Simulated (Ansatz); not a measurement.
# Gap against strain: armchair germanene nanoribbon (N = 4, H edges)

Set-up. Ansatz 0.2.0, plane waves with PAW datasets, PBE, Fermi-Dirac smearing of 0.05 eV, no spin-orbit coupling. The period is scaled from its relaxed value of 7.007 Å and the atoms relax, within the symmetry of the start, at each strain ε (in %); gaps, in eV, are read on a band path.

| period (Å) | energy (eV a cell) | place of the conduction minimum (Γ = 0, Z = 1) | ε | gap |
| --- | --- | --- | --- | --- |
| 6.727 | +0.076 | 0.00 | −4 | 0.9597 |
| 6.867 | +0.017 | 0.00 | −2 | 0.9069 |
| 7.007 | 0.000 | 0.00 | 0 | 0.858 |
| 7.147 | +0.021 | 0.00 | 2 | 0.8139 |
| 7.287 | +0.080 | 0.00 | 4 | 0.7565 |

One run is withheld: period (Å) = 7.427, with ε = 6. Fit a straight line gap = a + b × ε to the 5 rows shown and predict it.

**Fit.** The means are 0 for ε and 0.859 for gap. The sum of products of deviations is −0.9985 and the sum of squares in ε is 40, so b = −0.9985 / 40 = −0.02496 and a = 0.859 − (−0.02496) × 0 = 0.859. The residuals' standard deviation, with 3 degrees of freedom, is σ = 0.0035.

**Prediction.** gap = 0.859 + (−0.02496) × 6 = 0.7092. The run gave 0.7261, so the prediction less the run is −0.017. The standard error of a prediction there, σ√(1 + 1/5 + (6 − 0)²/40), is 0.005, and the miss is 3.4 times that, for a point outside the fitted range. With so few rows σ is itself uncertain.

The gap narrows at every step from compression to tension.

Caveats: Kohn-Sham gaps of a wire among periodic images, which in a check on one flat ribbon (7 Å apart) lowered the gap by 0.2 eV and flattened the slope; the slope b × 100 is a mean deformation potential of the gap, in eV per unit strain. Between neighbouring runs it lies between −2.9 and −1.5 eV, so a bend, a kink or scatter between runs makes one line a rough account. The unstrained row comes from a denser mesh than the others, which shifts its energy a little. Series of this kind are told only where this holds: a gap at every strain (compound wires with polar facets were set aside first). 88 of 101 did.
